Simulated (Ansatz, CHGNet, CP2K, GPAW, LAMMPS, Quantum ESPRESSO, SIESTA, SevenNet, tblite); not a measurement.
**Aqueous Cs+ and SO4 2-, 1.7 mol of salt per kg of water at 360 K (106 atoms) in tblite**

Wanted: tblite inputs and outputs for aqueous Cs+ and SO4 2-, 1.7 mol of salt per kg of water at 360 K (106 atoms), checked against a plane-wave reference.

Main program and level: tblite 0.8.0; the method is named at each step.

### 1. The starting structure

The cell holds 106 atoms: 37 O, 1 S, 66 H and 2 Cs. Cell: a = 10.287 Å, b = 10.287 Å, c = 10.287 Å, α = 90.0°, β = 90.0°, γ = 90.0°. 33 H2O, 2 Cs+, 1 SO4 2- placed at random, at 1.46 g/cm³; overlaps pushed apart, then 10 ps at 420 K with Joung-Cheatham ions (J. Phys. Chem. B 112, 9020 (2008)); MMFF94 bonds, angles, torsions, charges and radii (Halgren, J. Comput. Chem. 17, 490 (1996)) in harmonic and 12-6 forms; SPC/E water (Berendsen, Grigera and Straatsma, J. Phys. Chem. 91, 6269 (1987)). Snapshot after 20 ps at 360 K and fixed volume.

The yardstick, on the same geometry:

* method: Kohn-Sham DFT, PBE, PAW, plane waves (Ansatz 0.2.0); cutoff 420 eV, Γ point, fermi-dirac smearing of 0.05 eV; PAW set soft_2
* r.m.s. force component: 0.6808 eV/Å
* longest force: 3.854 eV/Å
* pressure: 0.4929 GPa
* gap (highest filled to lowest empty level): 4.141 eV
* SCF cycles: 9
* time: 5.8 s on 8 threads of Arm Neoverse V2, shared host
* CPU time: 40 s

### 2. GFN1-xTB

Method: GFN1-xTB tight binding, diagonalisation.

The input, run.py:

```python
import numpy as np
from ase.io import read
from tblite.ase import TBLite

atoms = read("structure.xyz")
atoms.calc = TBLite(method="GFN1-xTB", electronic_temperature=580, accuracy=1.0, max_iterations=250, mixer_damping=0.4, verbosity=1)
energy = atoms.get_potential_energy()
forces = atoms.get_forces()
print(f"energy {energy:.6f} eV")
print("forces (eV/A)")
for i, (a, f) in enumerate(zip(atoms, forces)):
    print(f"{i:4d} {a.symbol:2s} {f[0]:10.5f} {f[1]:10.5f} {f[2]:10.5f}")
stress = -atoms.get_stress(voigt=False) * 160.21766
print("stress (GPa, compression positive)")
for row in stress:
    print(" ".join(f"{x:10.4f}" for x in row))
print("charges (e)")
print(np.array2string(atoms.get_charges(), precision=4, suppress_small=True, max_line_width=110, threshold=100000))
```

The input, structure.xyz:

```xyz
106
Lattice="10.28660 0.00000 0.00000 0.00000 10.28660 0.00000 0.00000 0.00000 10.28660" Properties=species:S:1:pos:R:3 pbc="T T T"
O 3.43254 8.34439 10.18764
S 2.11647 7.86935 0.23268
O 1.15519 8.89462 0.40797
O 1.72753 7.01947 9.42829
O 2.21831 7.04478 1.40371
O 5.87529 3.03115 5.17838
H 6.37718 3.07682 6.04214
H 5.34142 2.18611 5.14741
O 3.70379 0.10050 1.69821
H 3.60782 9.63392 1.04738
H 4.03811 10.03242 2.57144
O 5.29873 10.27261 4.16021
H 6.15015 0.09001 3.64619
H 5.50426 9.94714 5.08323
O 4.93613 5.34379 8.06984
H 4.12596 5.82201 7.73079
H 5.18784 5.70865 8.96621
O 2.38083 9.19437 5.23722
H 2.86739 8.60577 4.59163
H 2.57360 10.15246 5.02531
O 9.66704 3.67715 5.37228
H 9.17575 4.49298 5.67728
H 9.48023 3.51853 4.40277
O 3.34808 1.64442 5.24534
H 4.06753 1.15035 4.75714
H 3.22598 2.54768 4.83388
O 8.71738 1.10972 5.78590
H 9.07556 1.99807 5.49829
H 8.50311 0.55959 4.97871
O 8.29265 10.10946 3.33080
H 7.79745 0.30644 2.60909
H 9.21268 9.88378 3.01027
O 5.70701 0.42329 6.65399
H 5.32332 0.33339 7.57310
H 6.70275 0.49252 6.71386
O 2.88416 4.33704 4.51643
H 3.79956 4.73657 4.56550
H 2.28126 4.94734 4.00262
O 3.63240 7.42631 3.50660
H 4.31502 6.71520 3.67551
H 3.03146 7.14085 2.76010
O 5.52812 7.09673 0.10348
H 4.75529 7.71536 0.24482
H 5.45529 6.32317 0.73313
O 0.93227 5.73046 3.22547
H 0.15944 5.14505 2.98065
H 1.22493 6.24942 2.42229
O 7.85361 0.11336 0.17539
H 8.02056 9.42787 0.34018
H 8.64496 0.51382 10.00022
O 8.87857 4.55079 2.71700
H 8.13711 4.83717 3.32391
H 8.53850 4.49638 1.77814
O 7.49996 7.13005 3.95551
H 7.25987 8.06634 3.69906
H 8.36105 7.13417 4.46397
[... 46 atom lines left out ...]
H 3.99490 2.15556 9.43096
H 4.66826 3.46144 8.71830
Cs 0.16047 8.48912 7.84806
Cs 1.63351 3.04998 6.97987
```

Command:

```console
$ OMP_NUM_THREADS=1 python run.py > output.txt
```

What it wrote:

```text
------------------------------------------------------------
  cycle        total energy    energy error   density error
------------------------------------------------------------
      1     -211.1245985805  -2.1197744E+02   6.5487397E-01
      2     -192.5834795807   1.8541119E+01   4.0617784E-01
      3     -190.2924078297   2.2910718E+00   3.5223760E-01
      4     -202.0221813258  -1.1729773E+01   2.0096782E-01
      5     -206.9008323597  -4.8786510E+00   1.2167539E-01
      6     -213.9028227657  -7.0019904E+00   3.0986351E-02
      7     -213.4520510675   4.5077170E-01   4.2815875E-02
      8     -214.2265837081  -7.7453264E-01   4.8871602E-03
      9     -214.1353002395   9.1283469E-02   1.3912070E-02
     10     -214.2337472390  -9.8446999E-02   8.3081800E-04
     11     -214.2331516112   5.9562773E-04   1.2314966E-03
     12     -214.2338916861  -7.4007488E-04   1.8740689E-04
     13     -214.2339081454  -1.6459332E-05   8.0498438E-06
     14     -214.2339077161   4.2932984E-07   2.9648851E-05
     15     -214.2339081466  -4.3053740E-07   1.5883059E-06
------------------------------------------------------------
 total:                                   2.780 sec
energy -5829.601574 eV
forces (eV/A)
   0 O     1.80839    2.54223   -0.29948
   1 S     1.13456   -1.76512   -1.41867
   2 O    -2.14480    2.80613    0.57011
   3 O    -1.45508   -1.53644   -1.90808
   4 O    -0.26832   -1.15884    2.55849
   5 O     0.51643   -1.15290    1.46316
   6 H    -1.05354   -0.43958   -1.38418
   7 H     0.82151    1.03379    0.44255
   8 O     0.35987   -1.10654    0.53367
   9 H     0.04998    0.61940    0.86023
  10 H    -0.46104    0.18508   -1.07896
  11 O     1.23511   -0.36481   -0.64912
  12 H    -1.23752   -0.13661    1.08088
  13 H    -0.14131    0.47528   -0.96441
  14 O     0.24536    0.57537    0.70146
  15 H     0.90053   -0.29832    0.42905
  16 H    -0.58250   -0.21041   -1.22167
  17 O     0.40660    0.42905   -0.52826
  18 H    -0.40431    0.80687    0.52815
  19 H    -0.10874   -1.31211    0.18529
  20 O    -0.75567    0.59152   -1.03745
  21 H     0.55023   -1.02517   -0.51613
  22 H     0.26168    0.63674    1.38373
  23 O     0.48865    0.12964   -0.88767
[...]
98 O     0.66434    0.53560    0.53578
  99 H    -0.08007    1.18342   -0.90830
 100 H    -0.74891   -1.30341    0.19328
 101 O     0.89085   -0.68152    0.78323
 102 H     0.07565    1.24919   -0.97258
 103 H    -1.16074   -0.69790    0.28230
 104 Cs   -0.18403    0.02642   -0.06369
 105 Cs    0.25623   -0.02358   -0.14805
stress (GPa, compression positive)
   -3.6569    -0.2814    -0.1389
   -0.2814    -4.5627     0.5670
   -0.1389     0.5670    -3.5255
charges (e)
[-0.5109  0.6655 -0.493  -0.5201 -0.5238 -0.6863  0.3389  0.3665 -0.709   0.3729  0.3622 -0.7062  0.3401
  0.3771 -0.7245  0.3724  0.3371 -0.7149  0.3603  0.356  -0.6827  0.3581  0.3501 -0.7101  0.3483  0.3656
 -0.7212  0.3514  0.3504 -0.7128  0.3361  0.3676 -0.7172  0.3783  0.3355 -0.7111  0.3478  0.3656 -0.7337
  0.3477  0.3651 -0.7446  0.3734  0.3437 -0.7302  0.3628  0.3594 -0.7035  0.3652  0.3732 -0.6908  0.3547
  0.3609 -0.7007  0.3484  0.3603 -0.7059  0.3701  0.3334 -0.6775  0.3513  0.36   -0.7027  0.3547  0.3546
 -0.7011  0.3437  0.3464 -0.7086  0.3558  0.3743 -0.713   0.3622  0.3567 -0.7132  0.3556  0.3717 -0.7316
  0.3486  0.3464 -0.7532  0.348   0.36   -0.7273  0.3679  0.3565 -0.738   0.3461  0.3526 -0.7215  0.3398
  0.3693 -0.7429  0.3522  0.3665 -0.6941  0.3441  0.373  -0.7025  0.3653  0.3523 -0.6832  0.3331  0.3502
  0.6982  0.6841]
```

Elapsed: 3.3 s, on 1 thread of Arm Neoverse V2, shared host; peak memory 0.16 GiB.

Banners, paths, timers and routine set-up lines are dropped from the logs unmarked, and long logs keep their key lines alone; longer cuts are marked.

Against the reference:

```yaml
r_m_s_force_component: 0.8092 eV/Å
r_m_s_difference_of_force_components: 334 meV/Å
longest_difference_of_force_vectors: 1761 meV/Å
force_difference_over_r_m_s_force: 49.06 %
slope_of_forces_against_the_reference_s: 1.086
correlation_of_force_components: 0.9137
pressure: -3.915 GPa
pressure_difference: -4.408 GPa
```

Length of the force difference by element (eV/Å):

```
element  atoms  mean  most
     Cs      2   1.1   1.8
      H     66  0.45  0.88
      O     37  0.63   1.0
      S      1   1.1   1.1
```

Local excerpt of 13 atoms (numbers count through the whole input) about O54, picked at random; x, y, z are measured from there.

```
atom      x      y      z  distance (Å)  bonds  Mulliken charge (e)     Fx     Fy  Fz (eV/Å)
 O54   0.00   0.00   0.00          0.00      2                -0.70   0.80   1.23       0.06
 H56   0.86   0.00   0.51          1.00      1                 0.36  -0.93   0.47      -0.55
 H55  -0.24   0.94  -0.26          1.00      1                 0.35   0.71  -1.31       0.53
 H82  -1.12  -1.26  -0.03          1.69      1                 0.35  -0.93  -0.88      -0.05
 H52   0.64  -2.29  -0.63          2.46      1                 0.35   0.87  -0.26      -1.26
 O81  -1.84  -1.93  -0.20          2.68      2                -0.75   0.75   0.12       0.12
 O63   2.65   0.63   1.03          2.91      3                -0.70   0.45   0.17      -0.68
 O30   0.79   2.98  -0.62          3.15      2                -0.71  -0.62   0.30      -1.20
 H59   1.74  -0.35  -2.60          3.15      1                 0.33   0.08   1.33      -0.95
 O51   1.38  -2.58  -1.24          3.18      2                -0.69  -1.61   0.12      -0.26
 H65   3.14  -0.10   0.54          3.18      1                 0.35  -0.29   1.08       0.40
 H40  -3.18  -0.41  -0.28          3.22      1                 0.35  -1.00   0.81      -0.35
 H83  -1.59  -2.81   0.22          3.23      1                 0.36  -0.34   1.15      -0.46
```

Atoms are counted from 1 here, from 0 in the log.

Forces lie 49 % from the reference's, at 0.081 times its CPU time (on 1 against 8 cores).

Left out of this page: tblite IPEA1-xTB (killed or ended with an error).

### 3. Outcome

* force difference from the reference: tblite GFN1-xTB, 49 %
* its CPU time: 3.3 s

Tight binding differs by 49 % (tblite GFN1-xTB); it is another model, with fitted parameters of its own, and the xTB methods hold dispersion. One electronic-structure run takes under half the reference's CPU time: tblite GFN1-xTB, at 49 % in 3.3 s against 40 s; its pressure misses by -4.4 GPa. Periodic xTB results under one method name differ between programs and library versions. The network of contacts between molecules at the start is that of the classical potential that made the cell, and needn't be the one that DFT or experiment would give. The concentration wasn't checked against solubility and may exceed it. The reference's PBE has no dispersion term, which matters for the binding between molecules or layers. The density was typed from a rule of thumb and may lie off the real one at this temperature. The electronic-structure runs sample only Γ, in a cell whose shortest periodic width is 10 Å. Spin–orbit coupling is left out, which matters for the levels of the heavy elements.

[Also dropped from logs without a mark: logging warnings of Python, and SIESTA's first energy breakdown and zero terms.]

[Logs are printed without paths, hosts, clocks, repeated set-up lines and the standing remarks that a program may print on its own settings, such as how far it seeks lower states.]

[Hosts, paths, dates, database ids (printed as entryN), source tags and the programs' standing remarks are cut or masked in the printed files.]

[The MMFF94 radii named for the starting cell were scaled by 0.96; in molecules described by MMFF94, hydrogen bound to N, O or S took a small fixed 12-6 site in their place.]
